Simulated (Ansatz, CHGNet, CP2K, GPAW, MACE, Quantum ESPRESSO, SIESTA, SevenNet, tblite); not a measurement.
# Running random rutile alloy of IrO2 and SiO2 (96 atoms) with GPAW, part 2 of 2

Wanted: GPAW inputs and outputs for random rutile alloy of IrO2 and SiO2 (96 atoms), checked against a plane-wave reference.

Program: GPAW 26.7.0; the method stands at each step. Banners, paths, timers and routine set-up lines are dropped from the logs unmarked, and long logs keep their key lines alone; longer cuts are marked.

So far. Step 4 (RPBE, LCAO dzp, h 0.18 Å): Against the first run (6.0 %), the force difference from the reference is 7.5 %, at 1.0 times the CPU time; the model has changed, so this is no error of the program alone. Step 5 (PBE, LCAO sz(dzp), h 0.18 Å): Against the first run (6.0 %), the force difference from the reference is 29 %, at 0.31 times the CPU time (on 1 against 2 cores), with 512 basis functions against 1472: the smaller basis costs accuracy.

### Step 6. PBE, LCAO dzp, h 0.25 Å

Method: Kohn-Sham DFT, PBE, PAW, atomic orbitals (dzp).

run.py

```python
import numpy as np
from ase.io import read
from gpaw import GPAW, FermiDirac

atoms = read("structure.xyz")
atoms.calc = GPAW(
    mode="lcao",
    basis="dzp",
    h=0.25,
    xc="PBE",
    kpts={"size": (1, 1, 1), "gamma": True},
    occupations=FermiDirac(0.05),
    maxiter=200,
    symmetry={"point_group": False},
    txt="gpaw.txt",
)
energy = atoms.get_potential_energy(force_consistent=True)
forces = atoms.get_forces()
print(f"energy {energy:.6f} eV")
print("forces (eV/A)")
for i, (a, f) in enumerate(zip(atoms, forces)):
    print(f"{i:4d} {a.symbol:2s} {f[0]:10.5f} {f[1]:10.5f} {f[2]:10.5f}")
print(f"Fermi level {atoms.calc.get_fermi_level():.4f} eV")
for k in range(len(atoms.calc.get_ibz_k_points())):
    for s in range(atoms.calc.get_number_of_spins()):
        e = atoms.calc.get_eigenvalues(kpt=k, spin=s)
        n = np.searchsorted(e, atoms.calc.get_fermi_level())
        print(f"k {k} spin {s} levels about the Fermi level:", np.round(e[max(n - 6, 0):n], 4).tolist(), "|", np.round(e[n:n + 6], 4).tolist())
```

structure.xyz

```xyz
96
Lattice="8.67700 0.00000 0.00000 0.00000 8.67700 0.00000 0.00000 0.00000 11.63800" Properties=species:S:1:pos:R:3 pbc="T T T"
[... 96 atom lines left out: the same atoms as in the first run ...]
```

Launch:

```bash
$ OMP_NUM_THREADS=1 python run.py > output.txt
```

The log of the run:

```text
energy -592.533887 eV
forces (eV/A)
   0 Si   -5.59164   -4.62238   -0.74270
   1 Si    1.26282    0.21760   -0.50910
   2 O     1.55023    1.36909    5.61022
   3 O    -2.66195   -3.52177    0.27639
   4 O    -0.93381   -1.70168   -2.37132
   5 O    -0.69200    0.52703   -1.13767
[...]
93 O     2.27716    1.83290   -4.70220
  94 O    -4.05289    2.04939   -3.39186
  95 O     1.25921   -0.73887    1.13331
Fermi level 10.0626 eV
k 0 spin 0 levels about the Fermi level: [9.6888, 9.8175, 9.8459, 9.9003, 9.9299, 10.0458] | [10.0959, 10.155, 10.2091, 10.2761, 10.3961, 10.4842]
```

gpaw.txt:

```text
Input parameters:
  mode=LCAO(),
  basis={'default': 'dzp'},
  h=0.25,
  kpts=MonkhorstPack(size=(1, 1, 1), gamma=True),
  maxiter=200,
  occupations=Occupations(name='fermi-dirac', width=0.05, fixmagmom=False),
[... lines left out ...]
  Fermi-Dirac:
[... lines left out ...]
convergence criteria:
- Maximum [total energy] change in last 3 cyles: 0.0005 eV / valence electron
[... lines left out ...]
Converged in 24 steps
[... lines left out ...]
  Free energy:    -592.533887
[... lines left out ...]
Fermi level: 10.063
[... lines left out ...]
|        ... |               |           |
|        416 |        17.986 |     0.000 |
Gap: 0.050 eV
Transition (v -> c):
  (s=0, k=0, n=343, [0.00, 0.00, 0.00]) -> (s=0, k=0, n=344, [0.00, 0.00, 0.00])
No difference between direct/indirect transitions
Force computation time: 27.359  # s
timing:  # [seconds]
  Total:  298.528  # ━━━━━━━━━━━━━━━━━━━━━━━━━━━━━━━━━━━━━━━━━━━━━━━━━━━━━━━━
  Init:     9.763  # ━━
  SCF:    261.373  # ━━━━━━━━━━━━━━━━━━━━━━━━━━━━━━━━━━━━━━━━━━━━━━━━━
  Forces:  27.359  # ━━━━━
```

Wall time 5 min (1 thread of Arm Neoverse V2, shared host); peak memory 0.98 GiB.

Against the reference:

| Property | Result |
| --- | --- |
| r.m.s. force component | 4.082 eV/Å |
| r.m.s. difference of force components | 302 meV/Å |
| longest difference of force vectors | 1255 meV/Å |
| force difference over r.m.s. force | 7.672 % |
| slope of forces against the reference's | 1.035 |
| correlation of force components | 0.9978 |
| energy less the same-level run's | 306.8 meV/atom |
| r.m.s. force difference from the same-level run | 167.8 meV/Å |

This is a coarse setting, run to see what it loses.

Against the first run (6.0 %), the force difference from the reference is 7.7 %, at 0.52 times the CPU time (on 1 against 2 cores): the grid matters here.

The forces add up to 2.0 eV/Å instead of zero, usually a sign of too coarse a grid.

### Step 7. Side by side

Differences are against the plane-wave reference, forces as r.m.s. over components; share is that over the reference's r.m.s. force, slope the least-squares factor from reference forces to these. Total energies of different programs have different zeros and aren't compared.

| run | Δ force, r.m.s. (meV/Å) | share (%) | slope | cores | CPU time | memory (GiB) |
| --- | --- | --- | --- | --- | --- | --- |
| reference | - | - | - | 8 | 65 s | 1.5 |
| GPAW PBE, LCAO dzp, h 0.18 Å | 234 | 5.95 | 1.032 | 2 | 9.6 min | 2.2 |
| GPAW PBE, LCAO szp(dzp), h 0.18 Å (coarse) | 521 | 13.2 | 1.113 | 1 | 6.3 min | 1.6 |
| GPAW RPBE, LCAO dzp, h 0.18 Å | 296 | 7.52 | 1.053 | 2 | 9.6 min | 2.2 |
| GPAW PBE, LCAO sz(dzp), h 0.18 Å (coarse) | 1155 | 29.3 | 1.193 | 1 | 3 min | 1.3 |
| GPAW PBE, LCAO dzp, h 0.25 Å (coarse) | 302 | 7.67 | 1.035 | 1 | 5 min | 0.98 |

Rows marked coarse were listed beforehand as settings not expected to be converged; some can still land near the reference.

CPU time is summed over cores on a shared host, where runs went side by side, so it is rough. Symmetry, cutoffs, thresholds, outputs and thread counts weren't matched or tuned between programs; memory under MPI is the largest rank's times the ranks.

Within one program, basis, potentials and functional, energies share a zero. Each run against its twin at the usual cutoff or grid and solver:

| run | twin | Δ energy (meV/atom) | Δ force, r.m.s. (meV/Å) | CPU time over the twin's |
| --- | --- | --- | --- | --- |
| GPAW PBE, LCAO dzp, h 0.25 Å | LCAO dzp, h 0.18 Å | 307 | 168 | 0.52 (this twin ran on 2 cores) |

### Step 8. Summary of results

- nearest in forces: GPAW PBE, LCAO dzp, h 0.18 Å, 6.0 %
- its CPU time: 9.6 min

What this shows: The PBE run in local orbitals, coarse settings apart, differs by 6.0 % (GPAW PBE, LCAO dzp, h 0.18 Å); basis, grid and potentials can all enter. Rows with another functional or a dispersion term differ by 7.5 % (GPAW RPBE, LCAO dzp, h 0.18 Å), which mixes the change of model with differences of basis and potentials. Runs with settings chosen to be coarse differ by 7.7 % (GPAW PBE, LCAO dzp, h 0.25 Å) to 29 % (GPAW PBE, LCAO sz(dzp), h 0.18 Å), their programs' other errors included. None of the electronic-structure runs in the table takes under half the reference's CPU time of 65 s; they take 2.7 to 8.9 times as much. GPAW PBE, LCAO sz(dzp), h 0.18 Å stiffens the forces by a factor of 1.19 while following their directions (correlation 0.983); the slopes of the 5 GPAW runs lie between 1.03 and 1.19. The potentials hold different valence shells: 720 electrons in the reference, 688 in GPAW; this bears on time and differences. The reference's stress is far from hydrostatic: its diagonal is 30.5, 30.8, 43.7 GPa, compression counted positive. The host structure and its lattice constant were typed by rule, without a check against the phase diagram. The reference's pressure of 35 GPa belongs to a cell and atoms that aren't relaxed at this level. The runs have no spin polarisation, so moments on Ir can't form, and no Hubbard term. The electronic-structure runs sample only Γ, in a cell whose shortest periodic width is 9 Å, which is coarse for a cell with partly filled levels. Spin–orbit coupling is left out, which matters for the levels of the heavy elements.

[Also dropped from logs without a mark: logging warnings of Python, and SIESTA's first energy breakdown and zero terms.]

[Logs are printed without paths, hosts, clocks, repeated set-up lines and the standing remarks that a program may print on its own settings, such as how far it seeks lower states.]

[Hosts, paths, dates, database ids (printed as entryN), source tags and the programs' standing remarks are cut or masked in the printed files.]
